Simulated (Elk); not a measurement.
Planning a run of Elk 11.2.3 (patched build) on AlN (F-43m). The input:

```
tasks
  185
  186
  187

xctype
  20

rgkmax
  8.5

gmaxvr
  18.0

lmaxapw
  10

lmaxo
  8

nxlo
  2

lorbcnd
  .true.

autolinengy
  .true.

tshift
  .false.

ngridk
  4 4 4

vkloff
  0.05 0.15 0.25

nempty
  10

swidth
  0.00551

scissor
  0.04930

gmaxrf
  2.5

wplot
  290 100 0
  0.0 0.5342

optcomp
  1 1
  2 2
  3 3

nvbse
  3

ncbse
  3

hxbse
  .false.

sppath
  './'

avec
  -0.0000000000 4.1271496856 4.1271496856
  4.1271496856 -0.0000000000 4.1271496856
  4.1271496856 4.1271496856 -0.0000000000

atoms
  2
  'Al.in'
  1
  0.0000000000 0.0000000000 0.0000000000
  'N.in'
  1
  0.7500000000 0.7500000000 0.7500000000
```

```sh
OMP_NUM_THREADS=4 elk > log
```

Q: How long will it take on 4 threads of Arm Neoverse V1, shared host, and how much memory?

It took 19 s; on shared hardware allow 9.4 s to 38 s. Peak host memory was 0.1 GiB.

The matrix is small, so building the kernel's matrix elements and any screening outweighs its diagonalisation.

[Paths, hosts, dates, memory and timing lines, banners, echoed tables and standing remarks are left out of the program output.]

[Logs are printed without paths, hosts, clocks, repeated set-up lines and the standing remarks that a program may print on its own settings, such as how far it seeks lower states.]

[Runs of the session that timed out or met a known fault of the program may be left out.]

[Hosts, paths, dates, database ids (printed as entryN), source tags and the programs' standing remarks are cut or masked in the printed files.]
